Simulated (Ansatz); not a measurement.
# BP (F-43m): zone-centre modes under pressure

Aim: how do the optical modes of BP (F-43m) move with volume?

Main program and level: Ansatz 0.2.0; DFT LDA, scalar-relativistic, plane waves, PAW; PAW set soft_1.

## Step 1: The structure

Symmetry: F-43m, No. 216, cubic system. Conventional cell: a = 4.538 Å, b = 4.538 Å, c = 4.538 Å, α = 90.00°, β = 90.00°, γ = 90.00°. B has 4 P at 1.97 Å nearest. P has 4 B at 1.97 Å nearest. Farther neighbours are not listed.

## Step 2: Bringing the structure to rest

The cell and atoms are relaxed, since residual forces and stress would shift the frequencies.

input.yaml

```yaml
crystal:
  lattice:
    - [0.0, 2.269, 2.269]
    - [2.269, 0.0, 2.269]
    - [2.269, 2.269, 0.0]
  atoms:
    - { symbol: B, position: [0.0, 0.0, 0.0] }
    - { symbol: P, position: [0.75, 0.75, 0.75] }
kpoints:
  mp_grid: { grid: [10, 10, 10] }
hamiltonian:
  xc: lda
  pseudopotentials: { kind: paw, azcp: { folder: soft_1 }, xc_functional: pbe }
scf:
  occupations: { method: gaussian, width: 0.02 }
output:
  forces: true
  stress: true
  eigenvalues: true
relax:
  adjacent_minimum: "off"
  f_tol: 0.005
  max_steps: 80
  cell: { stress_tol: 0.05 }
```

Run with:

```
> ansatz run input.yaml --threads 4 --pin off --max-ram 10240MiB --backend cpu --events-out ev --progress --plain --runs-dir out
```

Numbers of over 12 decimals in the logs are rounded to 6 here.

Output:

```text
Engine: ansatz 0.2.0, aarch64-unknown-linux-gnu
Pseudopotentials: kind: paw
Pseudopotential: B, paw, valence charge 3, recommended cutoff 420 eV (normal), soft_1/B.paw.azcp
Pseudopotential: P, paw, valence charge 5, recommended cutoff 420 eV (normal), soft_1/P.paw.azcp
Functional definition: SPW92
  exchange = slater_x
  correlation = pw_c
Crystal: 2 atoms, lattice volume = 23.363 Å³
Basis set: ecut = 420 eV, 459 PW (Γ)
Bands: 8, of which v1, the nominal top of the filled ones, is band 4 counted from 1 (3 counted from 0)
Symmetry: 24 space group operations
Space group: F-43m (ITA 216), of the structure as read, at distance tolerance 2.9e-5 Å
k-points: 47 of 1000 (time reversal used)
Non-local potential: B, projectors of the file, l = 0: 2, l = 1: 2, l = 2: 1
Non-local potential: P, projectors of the file, l = 0: 2, l = 1: 2, l = 2: 1
PAW form: soft (Blöchl's): semilocal exchange-correlation on the pseudo side does not see the compensation charge
PAW frozen core: B, regenerated for the run's functional, and the local potential with it (the file was generated under x = pbe(κ = 0.804, μ = 0.219515), c = pbe(β = 0.066725))
PAW frozen core: P, regenerated for the run's functional, and the local potential with it (the file was generated under x = pbe(κ = 0.804, μ = 0.219515), c = pbe(β = 0.066725))
PAW one-centre angular grid: B, 110 points (default); XC on 64 Gauss nodes
PAW one-centre angular grid: P, 110 points (default); XC on 64 Gauss nodes
Initial density: superposition of atomic densities (chi_scale 0.1, normalization cell, long waves kept (reshape's long-wave potential 0.00 eV rms))
Initial wavefunctions: pseudopotential atomic-orbital guess
Functional: x = slater, c = lda
SCF iter   1: F=—  HF=-877.401919 eV  |F-HF|=—  |Δ(HF+E_count)|=         —  Δρ=9.12e-2  dr2=2.19e0  ethr=3.10e-3  ⟨swp⟩=6.3  Hψ=3578  notcnv=0
preconditioner: auto → none  [insulator: Δε(μ)=1.983 eV  Ē_g=12.873 eV  σ=0.020 eV  W_gap=1.00  n_scr=0 (ndim 8)  ℏωp=21.7 eV  f_vac=0.000  D(μ)=0.00/eV (n_scr^D=0)  ε∞_Penn≈3.8]
SCF iter   2: F=—  HF=-876.680554 eV  |F-HF|=—  |Δ(HF+E_count)|=   7.21e-1  Δρ=2.93e-2  dr2=1.56e-1  ethr=3.10e-3  ⟨swp⟩=2.9  Hψ=1155  notcnv=0
SCF iter   3: F=—  HF=-876.630547 eV  |F-HF|=—  |Δ(HF+E_count)|=   5.00e-2  Δρ=1.12e-2  dr2=1.87e-2  ethr=1.95e-3  ⟨swp⟩=3.0  Hψ=752  notcnv=0
SCF iter   4: F=—  HF=-876.625106 eV  |F-HF|=—  |Δ(HF+E_count)|=   5.44e-3  Δρ=1.56e-3  dr2=2.72e-4  ethr=2.34e-4  ⟨swp⟩=3.0  Hψ=753  notcnv=0
SCF iter   5: F=—  HF=-876.625050 eV  |F-HF|=—  |Δ(HF+E_count)|=   5.59e-5  Δρ=6.20e-5  dr2=3.26e-7  ethr=3.40e-6  ⟨swp⟩=2.9  Hψ=608  notcnv=0
SCF iter   6: F=—  HF=-876.625050 eV  |F-HF|=—  |Δ(HF+E_count)|=   3.45e-7  Δρ=1.24e-5  dr2=1.66e-8  ethr=1.25e-9  ⟨swp⟩=7.0  Hψ=2233  notcnv=0
SCF iter   7: F=-876.625050 eV  HF=-876.625050 eV  |F-HF|=5.93e-11  |Δ(HF+E_count)|=   3.02e-9  Δρ=6.40e-7  dr2=1.02e-10  ethr=2.07e-10  ⟨swp⟩=2.2  Hψ=1242  notcnv=0
SCF 1 converged in 7 iterations: F = -876.625050 eV  dr2 = 1.02e-10
  greatest PAW one-centre occupation: 0.761 electrons in one spin orbital (limit 2), on the P atom at site 1 (counted from 0), in its partial waves of l = 0
relax step   1: F+E_penalty+E_count = -876.62505011 eV  Δ(F+E_penalty+E_count) = +0.000e0 eV  max|allowed force component| = 3.238e-16 eV/Å  Δτ_max = 0.0000 Å  P = -5.214 GPa  Ω = 23.363 Å³  (7 SCF iters, dr2 threshold 1.00e-7 eV, accepted)
Crystal: 2 atoms, lattice volume = 22.958 Å³
Initial density: handed on by an earlier stage of this run
Initial wavefunctions: those handed on with the density
iter 1 solved again at ethr=4.10e-5 eV; its pass at ethr=3.10e-3 eV (dr2=3.28e-3 eV) is discarded
SCF iter   1: F=—  HF=-876.636141 eV  |F-HF|=—  |Δ(HF+E_count)|=         —  Δρ=3.26e-3  dr2=3.27e-3  ethr=4.10e-5  ⟨swp⟩=2.0  Hψ=3748  notcnv=0
preconditioner: auto → none  [insulator: Δε(μ)=1.194 eV  Ē_g=12.836 eV  σ=0.020 eV  W_gap=1.00  n_scr=0 (ndim 8)  ℏωp=21.9 eV  f_vac=0.000  D(μ)=0.00/eV (n_scr^D=0)  ε∞_Penn≈3.9]
SCF iter   2: F=—  HF=-876.635013 eV  |F-HF|=—  |Δ(HF+E_count)|=   1.13e-3  Δρ=7.51e-4  dr2=1.54e-4  ethr=4.09e-5  ⟨swp⟩=3.1  Hψ=745  notcnv=0
SCF iter   3: F=—  HF=-876.634955 eV  |F-HF|=—  |Δ(HF+E_count)|=   5.73e-5  Δρ=2.35e-4  dr2=1.44e-5  ethr=1.93e-6  ⟨swp⟩=2.1  Hψ=567  notcnv=0
SCF iter   4: F=—  HF=-876.634950 eV  |F-HF|=—  |Δ(HF+E_count)|=   5.34e-6  Δρ=4.11e-5  dr2=2.07e-7  ethr=1.80e-7  ⟨swp⟩=2.0  Hψ=564  notcnv=0
SCF iter   5: F=-876.634950 eV  HF=-876.634950 eV  |F-HF|=1.84e-11  |Δ(HF+E_count)|=   4.06e-8  Δρ=1.41e-6  dr2=1.84e-10  ethr=2.50e-9  ⟨swp⟩=5.6  Hψ=1954  notcnv=0
SCF 2 converged in 5 iterations: F = -876.634950 eV  dr2 = 1.84e-10
  greatest PAW one-centre occupation: 0.762 electrons in one spin orbital (limit 2), on the P atom at site 1 (counted from 0), in its partial waves of l = 0
relax step   2: F+E_penalty+E_count = -876.63494984 eV  Δ(F+E_penalty+E_count) = -9.900e-3 eV  max|allowed force component| = 1.249e-16 eV/Å  Δτ_max = 0.0000 Å  P = -2.378 GPa  Ω = 22.958 Å³  energy of the carried Pulay correction = +2.401e-4 eV  (5 SCF iters, dr2 threshold 2.00e-7 eV, accepted)
Crystal: 2 atoms, lattice volume = 22.628 Å³
iter 1 solved again at ethr=2.84e-5 eV; its pass at ethr=3.10e-3 eV (dr2=2.27e-3 eV) is discarded
SCF iter   1: F=—  HF=-876.638341 eV  |F-HF|=—  |Δ(HF+E_count)|=         —  Δρ=2.75e-3  dr2=2.27e-3  ethr=2.84e-5  ⟨swp⟩=2.0  Hψ=3729  notcnv=0
preconditioner: auto → none  [insulator: Δε(μ)=1.173 eV  Ē_g=12.945 eV  σ=0.020 eV  W_gap=1.00  n_scr=0 (ndim 8)  ℏωp=22.1 eV  f_vac=0.000  D(μ)=0.00/eV (n_scr^D=0)  ε∞_Penn≈3.9]
SCF iter   2: F=—  HF=-876.637552 eV  |F-HF|=—  |Δ(HF+E_count)|=   7.90e-4  Δρ=6.22e-4  dr2=1.04e-4  ethr=2.84e-5  ⟨swp⟩=2.9  Hψ=734  notcnv=0
SCF iter   3: F=—  HF=-876.637514 eV  |F-HF|=—  |Δ(HF+E_count)|=   3.77e-5  Δρ=1.94e-4  dr2=9.56e-6  ethr=1.29e-6  ⟨swp⟩=2.0  Hψ=566  notcnv=0
SCF iter   4: F=-876.637510 eV  HF=-876.637510 eV  |F-HF|=3.47e-8  |Δ(HF+E_count)|=   3.54e-6  Δρ=3.44e-5  dr2=1.41e-7  ethr=2.50e-9  ⟨swp⟩=5.1  Hψ=2311  notcnv=0
SCF 3 converged in 4 iterations: F = -876.637510 eV  dr2 = 1.41e-7
  greatest PAW one-centre occupation: 0.763 electrons in one spin orbital (limit 2), on the P atom at site 1 (counted from 0), in its partial waves of l = 0
relax step   3: F+E_penalty+E_count = -876.63751043 eV  Δ(F+E_penalty+E_count) = -2.561e-3 eV  max|allowed force component| = 8.789e-17 eV/Å  Δτ_max = 0.0000 Å  P = +0.109 GPa  Ω = 22.628 Å³  energy of the carried Pulay correction = +4.381e-4 eV  (4 SCF iters, dr2 threshold 2.00e-7 eV, accepted)
[...]
relax step   4: F+E_penalty+E_count = -876.63750676 eV  Δ(F+E_penalty+E_count) = +3.673e-6 eV  max|allowed force component| = 6.939e-17 eV/Å  Δτ_max = 0.0000 Å  P = +0.001 GPa  Ω = 22.642 Å³  energy of the carried Pulay correction = +4.298e-4 eV  (3 SCF iters, dr2 threshold 2.95e-8 eV, accepted)
Initial wavefunctions: pseudopotential atomic-orbital guess (no wavefunctions were taken with the density)
iter 1 solved again at ethr=1.74e-6 eV; its pass at ethr=3.10e-3 eV (dr2=1.39e-4 eV) is discarded
SCF iter   1: F=—  HF=-876.637129 eV  |F-HF|=—  |Δ(HF+E_count)|=         —  Δρ=5.27e-5  dr2=8.27e-8  ethr=1.74e-6  ⟨swp⟩=2.4  Hψ=4622  notcnv=0
eigensolver tolerance schedule: the retry pair's looser diagonalisation over-reported the residual by 1684.27 of it (diagonalisation noise at 17.86 of the residual, at the tolerance the schedule requests for it); recorded, not acted on — ethr = c·dr2/N_el stays at c = 1.0e-1
preconditioner: auto → none  [insulator: Δε(μ)=1.150 eV  Ē_g=12.936 eV  σ=0.020 eV  W_gap=1.00  n_scr=0 (ndim 8)  ℏωp=22.1 eV  f_vac=0.000  D(μ)=0.00/eV (n_scr^D=0)  ε∞_Penn≈3.9]
SCF iter   2: F=—  HF=-876.637130 eV  |F-HF|=—  |Δ(HF+E_count)|=   7.90e-7  Δρ=2.62e-5  dr2=1.69e-8  ethr=1.03e-9  ⟨swp⟩=2.8  Hψ=621  notcnv=0
SCF iter   3: F=—  HF=-876.637130 eV  |F-HF|=—  |Δ(HF+E_count)|=   3.41e-8  Δρ=2.38e-6  dr2=2.66e-10  ethr=2.11e-10  ⟨swp⟩=1.9  Hψ=503  notcnv=0
SCF iter   4: F=—  HF=-876.637130 eV  |F-HF|=—  |Δ(HF+E_count)|=  2.61e-10  Δρ=4.61e-7  dr2=3.12e-11  ethr=1.00e-12  ⟨swp⟩=7.5  Hψ=2106  notcnv=0
SCF iter   5: F=-876.637130 eV  HF=-876.637130 eV  |F-HF|=2.27e-13  |Δ(HF+E_count)|=  5.57e-12  Δρ=1.06e-7  dr2=1.14e-12  ethr=1.00e-12  ⟨swp⟩=5.8  Hψ=1371  notcnv=0
SCF 5 converged in 5 iterations: F = -876.637130 eV  dr2 = 1.14e-12
relax step   5: F+E_penalty+E_count = -876.63713030 eV  Δ(F+E_penalty+E_count) = +3.765e-4 eV  max|allowed force component| = 9.714e-17 eV/Å  Δτ_max = 0.0000 Å  P = -0.026 GPa  Ω = 22.642 Å³  stress off target by 2.55e-2 GPa  SCF on the basis re-selected at this cell (its energy is not comparable with the rows above)  (5 SCF iters)
basis re-selected at this cell: Δ(F+E_penalty+E_count) = +3.765e-4 eV, ΔP = -0.027 GPa vs the last step (what re-selecting the basis moved, of the pressure what is left beyond the Pulay correction that the steps carried, after the strain that the cell walked since its last selection, with what the two solves' SCF thresholds leave and, on support functions, any second-order correction that the steps lacked; it is no m [...]
SCF converged after 5 iterations
Free energy (F): -876.637130 eV
Harris-Foulkes:  -876.637130 eV  (|F-HF|=2.27e-13)
Internal energy: -876.637130 eV  (E = F + TS)
E sigma→0 (E₀):  -876.637130 eV
Fermi energy:    10.038576 eV
--- Per-component energies (eV) ---
  E_band       = 23.045356
  E_kinetic    = 122.410788
  E_local      = -61.177035  (includes V_loc(G=0)·N_el)
  E_nonlocal   = 41.765026
  E_hartree    = 16.689529
  E_xc         = -106.570328
  E_vxc        = -102.018175  (∫ρ·V_xc dr)
  E_paw        = -601.427641  (= ΣΔE_a)
  E_vpaw       = -11.314315  (= ΣTr[D̂ρ^β])
  E_aug_tail   = 0.000009  (compensation charges beyond the density's cutoff)
  E_ewald      = -288.490665
  E_core_change = 0.163186  (= ΣΔE_core)
  E_smearing   = -0.000000  (= −TS)
  E_closure    = 0.000000  (closes the sum)
  Σ components = -876.637130   (vs F -876.637130, Δ=0.00e0)
--- Forces (eV/Å), atoms counted from 1 ---
  atom   1  B     -0.00000000    -0.00000000     0.00000000
  atom   2  P      0.00000000     0.00000000     0.00000000
  max |Σ_I F_I| component: 1.62e-16 eV/Å
--- Stress (GPa, compression-positive) ---
       -0.025509      -0.000000      -0.000000
       -0.000000      -0.025509       0.000000
       -0.000000       0.000000      -0.025509
  P = ⅓ Tr σ = -0.0255 GPa (-0.255 kbar)
--- Band table (eV; the first three rows and the last of 47) ---
  k-point 0: bands = ["-6.2095", "9.4637", "9.4637", "9.4637", "12.8891", "12.8891", "12.8891", "17.2871"]
  k-point 1: bands = ["-6.0250", "8.1507", "9.1628", "9.1628", "13.3048", "13.3048", "13.3419", "17.7647"]
  k-point 2: bands = ["-5.4780", "5.7737", "8.5939", "8.5939", "13.5914", "14.0282", "14.0282", "18.7873"]
  k-point 46: bands = ["-0.9458", "1.3224", "3.7537", "3.9121", "14.0019", "14.8545", "17.8330", "18.2268"]
--- Relaxed structure (4 steps of the walk, 4 accepted, 1 SCFs on fresh bases) ---
  F+E_penalty+E_count = -876.63713030 eV   max|allowed force component| = 9.714e-17 eV/Å   (the final SCF, on the basis selected at the relaxed cell)
  cell:  # Å, volume = 22.6422 Å³
    - [0, 2.245411, 2.245411]
    - [2.245411, 0, 2.245411]
    - [2.245411, 2.245411, 0]
  atoms:
    - { symbol: B, position: [0, 0, 0] }
    - { symbol: P, position: [0.75, 0.75, 0.75] }
```

Wall time 2.5 s (4 threads of Arm Neoverse V1, shared host); peak memory 0.28 GiB; 8.4 s of CPU time.

Relaxation path:

```
step  energy less that of the first step (eV)  largest force component (eV/Å)  pressure (GPa)  volume (Å³)
   1                                   0.0000                          0.0000           -5.21        23.36
   2                                  -0.0099                          0.0000           -2.38        22.96
   3                                  -0.0125                          0.0000            0.11        22.63
   4                                  -0.0125                          0.0000            0.00        22.64
  5*                                  -0.0121                          0.0000           -0.03        22.64
```

Relaxation steps marked * repeat the geometry before them on a plane-wave basis chosen anew for their cell, so energy and pressure can jump there.

The run keeps the 24 symmetry operations that it works with, so distortions that break them were not tested.

```
conventional cell, symmetrised  before  after  change
                         a (Å)   4.538  4.491  -1.0 %
                         b (Å)   4.538  4.491  -1.0 %
                         c (Å)   4.538  4.491  -1.0 %
              volume (Å³/atom)   11.68  11.32  -3.1 %
```

The relaxed structure:

```cif
data_structure
_symmetry_space_group_name_H-M 'P 1'
_symmetry_Int_Tables_number 1
_cell_length_a 3.1755
_cell_length_b 3.1755
_cell_length_c 3.1755
_cell_angle_alpha 60.000
_cell_angle_beta 60.000
_cell_angle_gamma 60.000
_cell_volume 22.64
loop_
_atom_site_label
_atom_site_type_symbol
_atom_site_fract_x
_atom_site_fract_y
_atom_site_fract_z
_atom_site_occupancy
B1 B 0.00000 0.00000 0.00000 1
P2 P 0.75000 0.75000 0.75000 1
```

Numbers from this step:

- pressure: -0.02551 GPa
- gap on the k-mesh: 1.150 eV
- volume per atom: 11.32 Å³

In this step the volume went from 11.68 to 11.32 Å³/atom.

## Step 3: Tight relaxation

Phonons need small forces and stress, so the relaxation is finished with tight tolerances on 12×12×12 k points.

input.yaml, the sections that differ from step 2:

```yaml
crystal:
  lattice:
    - [0.0, 2.2454114928, 2.2454114928]
    - [2.2454114928, 0.0, 2.2454114928]
    - [2.2454114928, 2.2454114928, 0.0]
  atoms:
    - { symbol: B, position: [0.0, 0.0, 0.0] }
    - { symbol: P, position: [0.75, 0.75, 0.75] }
kpoints:
  mp_grid: { grid: [12, 12, 12] }
scf:
  occupations: { method: fixed }
relax:
  adjacent_minimum: "off"
  f_tol: 0.001
  max_steps: 60
  cell: { stress_tol: 0.01 }
# hamiltonian, output: as in step 2
```

Output:

```text
[...]
Crystal: 2 atoms, lattice volume = 22.642 Å³
Basis set: ecut = 420 eV, 459 PW (Γ)
Bands: 8, of which v1, the nominal top of the filled ones, is band 4 counted from 1 (3 counted from 0)
Symmetry: 24 space group operations
[...]
k-points: 72 of 1728 (time reversal used)
[...]
P = ⅓ Tr σ = 0.0001 GPa (0.001 kbar)
--- Band table (eV; the first three rows and the last of 72) ---
[...]
--- Relaxed structure (3 steps of the walk, 3 accepted, 1 SCFs on fresh bases) ---
[...]
cell:  # Å, volume = 22.6385 Å³
    - [0, 2.245291, 2.245291]
    - [2.245291, 0, 2.245291]
    - [2.245291, 2.245291, 0]
  atoms:
    - { symbol: B, position: [0, 0, 0] }
    - { symbol: P, position: [0.750000, 0.750000, 0.750000] }
[key lines of the parts left out:]
SCF converged after 5 iterations
Free energy (F): -876.637424 eV
Fermi energy:    9.465797 eV
```

Run time: 2.3 s. Hardware: 4 threads; peak memory 0.28 GiB; 8 s of CPU time.

Little changed from the start: no atom moved by 0.005 Å and no cell edge by 0.1 %.

Numbers from this step:

```yaml
pressure: 6.82e-5 GPa
gap_on_the_k_mesh: 1.144 eV
```

The forces vanish by symmetry and the pressure is 0.000 GPa, within the tolerances set. The cell now holds 11.32 Å³/atom.

(Part 1 of 3 ends here.)

[Logs are printed without paths, hosts, clocks, repeated set-up lines and the standing remarks that a program may print on its own settings, such as how far it seeks lower states.]

[Hosts, paths, dates, database ids (printed as entryN), source tags and the programs' standing remarks are cut or masked in the printed files.]
